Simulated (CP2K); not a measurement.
The F K edge of 5-fluoropyrimidine was computed by TDDFT (CP2K XAS_TDP, aug-cc-pVDZ, TDA) at these levels: BHandHLYP, PBEh(45%) and PBEh(45%) + GW2X. The first three lines of F1 (bonded to C) with a strength over 0.0015, energy in eV and strength:

| run | first | second | third |
| --- | --- | --- | --- |
| 1 | 685.36 (0.019) | 686.53 (0.016) | 688.13 (0.009) |
| 2 | 683.49 (0.007) | 683.67 (0.031) | 685.15 (0.006) |
| 3 | 689.78 (0.007) | 689.97 (0.031) | 691.44 (0.006) |

**Question.** Which run is which?

Run 1: BHandHLYP (50 % exact exchange). Run 2: PBEh(45%) (45 % exact exchange). Run 3: PBEh(45%) + GW2X (45 % exact exchange). Self-interaction lifts the core level, so the uncorrected lines rise with the share of exact exchange. The GW2X run keeps the spacings of its parent: 0.19 eV between the first two lines in run 3, 0.18 eV in run 2. Its shift is +6.29 eV, since the Kohn–Sham level at this share of exchange lies that far above the quasiparticle level.

[Hosts, paths, dates, database ids (printed as entryN), source tags and the programs' standing remarks are cut or masked in the printed files.]
